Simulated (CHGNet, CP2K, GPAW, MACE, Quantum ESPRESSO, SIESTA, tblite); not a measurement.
# Σ5 (001) twist boundary in Ge (77 atoms): one structure in several programs

Wanted: errors and costs of other methods on Σ5 (001) twist boundary in Ge (77 atoms). A plane-wave run serves as the reference.

Program: Quantum ESPRESSO 7.5. Level of theory: Kohn-Sham DFT, PBE, SSSP efficiency 1.3.0 pseudopotentials, plane waves. Results are calculated unless marked as measured.

### 1. The structure

The cell holds 77 atoms: 77 Ge. Cell: a = 8.946 Å, b = 8.946 Å, c = 22.565 Å, α = 90.0°, β = 90.0°, γ = 90.0°. It derives from Ge (diamond-structure). Diamond-structure Ge (a = 5.658 Å); two grains turned against each other by 36.87 deg about [001]; 1 x 1 coincidence cells, 2 lattice periods a grain, two boundaries a cell, upper grain shifted by [0.031, 0.71] of the boundary cell and opened by 0.2 Å, one atom of each pair nearer than 2.009 Å removed; minimised with a classical potential (one cell length free). Then every atom was moved at random, 0.02 Å r.m.s. a Cartesian component. Regions: lower grain, 40 atoms (40 Ge); upper grain, 37 atoms (37 Ge). The structure's axis is c.

### 2. Reference: Quantum ESPRESSO, plane waves

File pw.in:

```
&control
  calculation = 'scf'
  pseudo_dir = './pseudo'
  outdir = './tmp'
  disk_io = 'none'
  tprnfor = .true.
  tstress = .true.
/
&system
  ibrav = 0
  nat = 77
  ntyp = 1
  ecutwfc = 45
  ecutrho = 360
  nosym = .true.
  occupations = 'smearing'
  smearing = 'fd'
  degauss = 0.003675
/
&electrons
  conv_thr = 3.9e-07
  electron_maxstep = 100
  mixing_beta = 0.2
  mixing_mode = 'local-TF'
  diagonalization = 'david'
/
ATOMIC_SPECIES
Ge 72.630 Ge.upf
CELL_PARAMETERS angstrom
8.94608 0.00000 0.00000
0.00000 8.94608 0.00000
0.00000 0.00000 22.56460
ATOMIC_POSITIONS crystal
Ge 0.99609 0.98407 0.01230
Ge 0.19070 0.09108 0.07423
Ge 0.38016 0.19493 0.01400
Ge 0.59008 0.28977 0.07051
Ge 0.81243 0.35691 0.01107
Ge 0.99045 0.49460 0.07030
Ge 0.69021 0.09790 0.13416
Ge 0.88598 0.19801 0.19658
Ge 0.19639 0.59673 0.00998
Ge 0.39673 0.70238 0.06814
Ge 0.59514 0.82505 0.00478
Ge 0.78825 0.90205 0.07496
[... 61 atom lines left out ...]
Ge 0.63674 0.42541 0.93500
Ge 0.74416 0.62188 0.87406
Ge 0.83539 0.81846 0.94238
Ge 0.13021 0.39544 0.88269
K_POINTS gamma
```

Launch:

```
$ OMP_NUM_THREADS=1 mpirun -np 4 pw.x -in pw.in > output.txt
```

Output:

```text
Program PWSCF
     gamma-point specific algorithms are used
     one sub-group per band group will be used
     scalapack distributed-memory algorithm (size of sub-group:  2*  2 procs)
     Parallelization info
     sticks:   dense  smooth     PW     G-vecs:    dense   smooth      PW
     Min        2048    1021    258               351400   124179   15530
     Max        2050    1024    259               351410   124192   15533
     Sum        8197    4093   1033              1405621   496755   62123
     bravais-lattice index     =            0
     lattice parameter (alat)  =      16.9056  a.u.
     unit-cell volume          =   12186.8031 (a.u.)^3
     number of atoms/cell      =           77
     number of atomic types    =            1
     number of electrons       =      1078.00
[... lines left out ...]
     scf convergence threshold =      3.9E-07
[... lines left out ...]
     number of k points=     1  Fermi-Dirac smearing, width (Ry)=  0.0037
[... lines left out ...]
     total energy              =  -16449.87749849 Ry
[... lines left out ...]
     total energy              =  -16449.59351072 Ry
[... lines left out ...]
     total energy              =  -16449.67871022 Ry
[... lines left out ...]
     total energy              =  -16449.67737695 Ry
[... lines left out ...]
     total energy              =  -16449.67737706 Ry
[... lines left out ...]
   -17.0054 -16.9924 -16.9911 -16.9846 -16.9798 -16.9738 -16.9646 -16.9596
   -16.9564 -16.9525 -16.9484 -16.9466 -16.9427 -16.9420 -16.9386 -16.9361
   -16.9310 -16.9304 -16.9289 -16.9266 -16.9251 -16.9195 -16.9194 -16.9166
[...]
12.5221  12.5296  12.5454  12.5820  12.6272  12.6814  12.7089  12.7467
    12.7885  12.8440  12.8705  12.9279  12.9585  12.9679  13.0398  13.0771
    13.1204  13.1591  13.2046  13.2519  13.2664  13.3056  13.3184
     the Fermi energy is     7.9045 ev
!    total energy              =  -16449.67737748 Ry
     estimated scf accuracy    <       0.00000004 Ry
     smearing contrib. (-TS)   =      -0.02003287 Ry
     internal energy E=F+TS    =  -16449.65734461 Ry
     The total energy is F=E-TS. E is the sum of the following terms:
     one-electron contribution =  -11309.74105996 Ry
     hartree contribution      =    6637.49817347 Ry
     xc contribution           =   -4489.61960254 Ry
     ewald contribution        =   -7287.79485558 Ry
     convergence has been achieved in  15 iterations
     Forces acting on atoms (cartesian axes, Ry/au):
     atom    1 type  1   force =     0.02542091   -0.01655260    0.00370784
     atom    2 type  1   force =    -0.00896848   -0.00218780    0.01278526
     atom    3 type  1   force =    -0.01542892    0.03531146   -0.02474704
[...]
atom   76 type  1   force =     0.00337518   -0.03851717   -0.00650951
     atom   77 type  1   force =     0.01411416    0.02595048    0.04845080
     Total force =     0.240273     Total SCF correction =     0.001324
     Computing stress (Cartesian axis) and pressure
          total   stress  (Ry/bohr**3)                   (kbar)     P=       52.83
   0.00036423   0.00000747   0.00006360           53.58        1.10        9.36
   0.00000747   0.00031847  -0.00002319            1.10       46.85       -3.41
   0.00006360  -0.00002319   0.00039470            9.36       -3.41       58.06
     Message from routine punch:
     Nothing written, as per user request (disk_io='none')
```

It took 8.2 min on 4 MPI ranks of Arm Neoverse V1, shared host; peak memory 5.8 GiB; 33 min of CPU time.

Banners, paths, timers and routine set-up lines are dropped from the logs unmarked, and long logs keep their key lines alone; longer cuts are marked.

Numbers from this run:

| Quantity | Value |
| --- | --- |
| r.m.s. force component | 0.4065 eV/Å |
| longest force | 1.733 eV/Å |
| pressure | 5.283 GPa |

### 3. Structure statistics

Density 5.14 g/cm³, 23.45 Å³ an atom.

Pair distribution function in bins of 0.2 Å:

```
r (Å)  total
 2.30   0.86
 2.50   5.04
 2.70   0.00
 2.90   0.00
 3.10   0.10
 3.30   0.09
 3.50   0.16
 3.70   0.24
 3.90   3.99
 4.10   1.91
 4.30   0.21
 4.50   1.04
 4.70   3.25
 4.90   0.29
 5.10   0.27
 5.30   0.13
 5.50   0.61
 5.70   1.07
 5.90   0.43
 6.10   2.02
 6.30   0.55
 6.50   0.31
 6.70   0.67
 6.90   2.69
 7.10   0.67
 7.30   1.82
 7.50   0.62
 7.70   0.36
```

Bonds by pair of elements; cutoffs follow the first minimum of g(r), held within bounds set by covalent radii, and pairs that aren't listed don't count as bonded:

```
pair A-B  cutoff (Å)  bonds  mean length (Å)  spread (Å)  shortest (Å)  B about A  A about B
   Ge-Ge        2.88    145             2.44       0.043          2.34       3.77       3.77
```

How many atoms have how many bonded neighbours:

```
element  mean  2   3   4
     Ge  3.77  4  10  63
```

Rings of the network by King's shortest-path rule, up to 12 atoms, one path for each pair of neighbours; H, halogens, alkali and alkaline-earth atoms are left out, and the last column divides by all other atoms, bonded or not:

```
ring size (atoms)  rings  per network atom
                4      3             0.039
                6    106              1.38
                8     19             0.247
               10      9             0.117
```

### 4. The ladder

The programs:
- CHGNet: machine-learned potential, published weights.
- CP2K 2026.2: Gaussian basis with GTH pseudopotentials and a plane-wave density; labels give functional, basis (MOLOPT sets; SR short-range, UZH the newer set with its own potentials), grid cutoff/relative cutoff and solver (OT: orbital transformation; TRS4, TC2, SIGN: linear-scaling purification with its sparsity filter), or its built-in tight binding.
- GPAW 26.7.0: PAW with atomic orbitals (LCAO), plane waves or a real-space grid of spacing h.
- MACE: machine-learned potential, published weights.
- SIESTA 5.4.2: numerical atomic orbitals, whose automatically made sets are far from complete, with PseudoDojo norm-conserving potentials that we converted to its format (checked against plane waves on the same files for H, C, O, Si, Ge and Ca alone); labels give functional, basis size, energy shift and mesh cutoff.
- tblite 0.8.0: extended tight binding, driven from Python.

All use the same cell and atoms; the electronic-structure runs use the same k-mesh, and an electronic temperature of 580 K (0.05 eV) where levels are smeared.

Differences are against the plane-wave reference, forces as r.m.s. over components; share is that over the reference's r.m.s. force, slope the least-squares factor from reference forces to these. Total energies of different programs have different zeros and aren't compared.

```
                                                              run  Δ force, r.m.s. (meV/Å)  share (%)  slope  Δ pressure (GPa)  cores  CPU time  memory (GiB)
                                                        reference                        -          -      -                 -      4    33 min           5.8
                                           CHGNet 0.3.0 potential                      231       56.8  0.578            -0.437      1     3.5 s          0.64
                CP2K PBE+D3, DZVP-UZH, 350/50 Ry, diagonalisation                     26.8       6.60  1.023           -0.0405      2   3.4 min           2.6
    CP2K PBE, DZVP-MOLOPT (SR for Ge), 350/50 Ry, diagonalisation                     25.2       6.21  1.032             0.915      2   2.5 min           2.5
          CP2K PBE, DZVP-UZH, 122/50 Ry, diagonalisation (coarse)                     20.3       4.98  1.024             0.726      2   2.2 min          0.86
          CP2K PBE, DZVP-UZH, 175/50 Ry, diagonalisation (coarse)                     20.2       4.97  1.024             0.727      2   2.4 min           1.1
          CP2K PBE, DZVP-UZH, 350/30 Ry, diagonalisation (coarse)                     20.2       4.96  1.024             0.728      2   2.6 min           2.6
                   CP2K PBE, DZVP-UZH, 350/50 Ry, diagonalisation                     20.2       4.97  1.024             0.727      2   3.4 min           2.6
     CP2K PBE, SZV-MOLOPT-SR, 350/50 Ry, diagonalisation (coarse)                      214       52.7  1.264             -3.46      1   1.7 min           2.4
                   CP2K PBE, TZVP-UZH, 350/50 Ry, diagonalisation                     22.2       5.46  1.029             0.573      4   4.1 min           4.4
CP2K PBEsol, PBE potentials, DZVP-UZH, 350/50 Ry, diagonalisation                     28.1       6.91  1.036            0.0251      2   3.4 min           2.6
CP2K revPBE, PBE potentials, DZVP-UZH, 350/50 Ry, diagonalisation                     18.4       4.53  1.017              1.01      2   3.4 min           2.6
                                     GPAW PBE, LCAO dzp, h 0.16 Å                     61.0       15.0  1.122                 -      1   9.3 min           3.1
                                      GPAW PBE, LCAO dzp, h 0.2 Å                     60.8       14.9  1.121                 -      1   5.1 min           1.6
                         GPAW PBE, LCAO sz(dzp), h 0.2 Å (coarse)                      226       55.5  1.427                 -      1      89 s           1.2
                                     GPAW RPBE, LCAO dzp, h 0.2 Å                     83.1       20.4  1.168                 -      1   5.1 min           1.6
                                      MACE MP-0b2 small potential                      179       44.1  0.696             -1.13      1     6.6 s          0.67
                                      MACE MPA-0 medium potential                      124       30.6  0.856             -1.04      1       8 s          0.83
     SIESTA BLYP, PBE potentials, DZP, shift 0.01 Ry, mesh 300 Ry                      123       30.2  1.206              4.37      2   7.9 min           1.8
              SIESTA PBE, DZ, shift 0.01 Ry, mesh 300 Ry (coarse)                      113       27.7  1.194             0.458      1   3.1 min          0.96
                      SIESTA PBE, DZP, shift 0.01 Ry, mesh 300 Ry                      111       27.2  1.190              1.51      2   8.4 min           1.8
                      SIESTA PBE, DZP, shift 0.01 Ry, mesh 700 Ry                      111       27.2  1.190              1.45      2    25 min           4.8
             SIESTA PBE, SZP, shift 0.01 Ry, mesh 300 Ry (coarse)                      212       52.1  1.378              3.69      1     6 min           1.4
                                                  tblite GFN1-xTB                      187       46.1  0.700             0.408      1      10 s          0.15
```

Rows marked coarse were listed beforehand as settings not expected to be converged; some can still land near the reference.

Times of the machine-learned potentials are mostly Python's start and the loading of weights.

CPU time is summed over cores on a shared host, where runs went side by side, so it is rough. Symmetry, cutoffs, thresholds, outputs and thread counts weren't matched or tuned between programs; memory under MPI is the largest rank's times the ranks.

Within one program, basis, potentials and functional, energies share a zero. Each run against its twin at the usual cutoff or grid and solver:

```
                                           run                                  twin  Δ energy (meV/atom)  Δ force, r.m.s. (meV/Å)  CPU time over the twin's
CP2K PBE, DZVP-UZH, 122/50 Ry, diagonalisation  DZVP-UZH, 350/50 Ry, diagonalisation               0.0044                    0.517                      0.65
CP2K PBE, DZVP-UZH, 175/50 Ry, diagonalisation  DZVP-UZH, 350/50 Ry, diagonalisation              -1.0e-4                    0.186                      0.69
CP2K PBE, DZVP-UZH, 350/30 Ry, diagonalisation  DZVP-UZH, 350/50 Ry, diagonalisation              -0.0333                    0.298                      0.75
                  GPAW PBE, LCAO dzp, h 0.16 Å                     LCAO dzp, h 0.2 Å                -6.84                     15.3                       1.8
   SIESTA PBE, DZP, shift 0.01 Ry, mesh 700 Ry       DZP, shift 0.01 Ry, mesh 300 Ry                 5.82                    0.686                       3.0
```

### 5. Summary of results

| Quantity | Value |
| --- | --- |
| reference r.m.s. force component | 0.406 eV/Å |
| nearest in forces | CP2K revPBE, PBE potentials, DZVP-UZH, 350/50 Ry, diagonalisation, 4.5 % |
| farthest in forces | CHGNet 0.3.0 potential, 57 % |
| cheapest electronic-structure run beside the reference | tblite GFN1-xTB, 10 s of CPU time |

In words: The PBE runs in local orbitals, coarse settings apart, differ by 5.0 % (CP2K PBE, DZVP-UZH, 350/50 Ry, diagonalisation) to 27 % (SIESTA PBE, DZP, shift 0.01 Ry, mesh 700 Ry); basis, grid and potentials can all enter. Tight binding differs by 46 % (tblite GFN1-xTB); it is another model, with fitted parameters of its own, and the xTB methods hold dispersion. Machine-learned potentials differ by 31 % (MACE MPA-0 medium potential) to 57 % (CHGNet 0.3.0 potential); they were trained on other programs' data. Among those trained on PBE data the slope goes as low as 0.58, with a correlation of 0.84, so directions differ as well as sizes. Rows with another functional or a dispersion term differ by 4.5 % (CP2K revPBE, PBE potentials, DZVP-UZH, 350/50 Ry, diagonalisation) to 30 % (SIESTA BLYP, PBE potentials, DZP, shift 0.01 Ry, mesh 300 Ry), which mixes the change of model with differences of basis and potentials, some of them made for another functional. Runs with settings chosen to be coarse differ by 5.0 % (CP2K PBE, DZVP-UZH, 350/30 Ry, diagonalisation) to 56 % (GPAW PBE, LCAO sz(dzp), h 0.2 Å), their programs' other errors included. Of the electronic-structure runs that take under half the reference's CPU time, CP2K revPBE, PBE potentials, DZVP-UZH, 350/50 Ry, diagonalisation comes nearest, at 4.5 % in 3.4 min against 33 min. GPAW PBE, LCAO sz(dzp), h 0.2 Å stiffens the forces by a factor of 1.43 while following their directions (correlation 0.971); the slopes of the 4 GPAW runs lie between 1.12 and 1.43. In pressure, SIESTA PBE, SZP, shift 0.01 Ry, mesh 300 Ry misses by +3.7 GPa, at the same functional. In the reference: levels near the Fermi energy are neither full nor empty under the smearing, so no gap is quoted. In the reference: the first maximum of g(r) stands at about 2.44 Å. Periodic xTB results under one method name differ between programs and library versions. The potentials hold different valence shells: 1078 electrons in the reference, 308 in GPAW and 308 in CP2K with DZVP-MOLOPT; this bears on time and differences. GPAW's setups keep the filled d shell of Ge in the core. The reference's pressure holds the uncorrected Pulay stress of its 45 Ry basis, so small pressure differences, and their order, may be the reference's own error. Machine-learned potentials mimic data converged in k, so the reference's own k-point error enters their differences. The host structure and its lattice constant were typed by rule, without a check against the phase diagram. The reference's pressure of 5.3 GPa says that the cell would expand at this level of theory. The electronic-structure runs sample only Γ, in a cell whose shortest periodic width is 9 Å, which is coarse for a cell with partly filled levels.

[Also dropped from logs without a mark: logging warnings of Python, and SIESTA's first energy breakdown and zero terms.]

[Logs are printed without paths, hosts, clocks, repeated set-up lines and the standing remarks that a program may print on its own settings, such as how far it seeks lower states.]

[Hosts, paths, dates, database ids (printed as entryN), source tags and the programs' standing remarks are cut or masked in the printed files.]
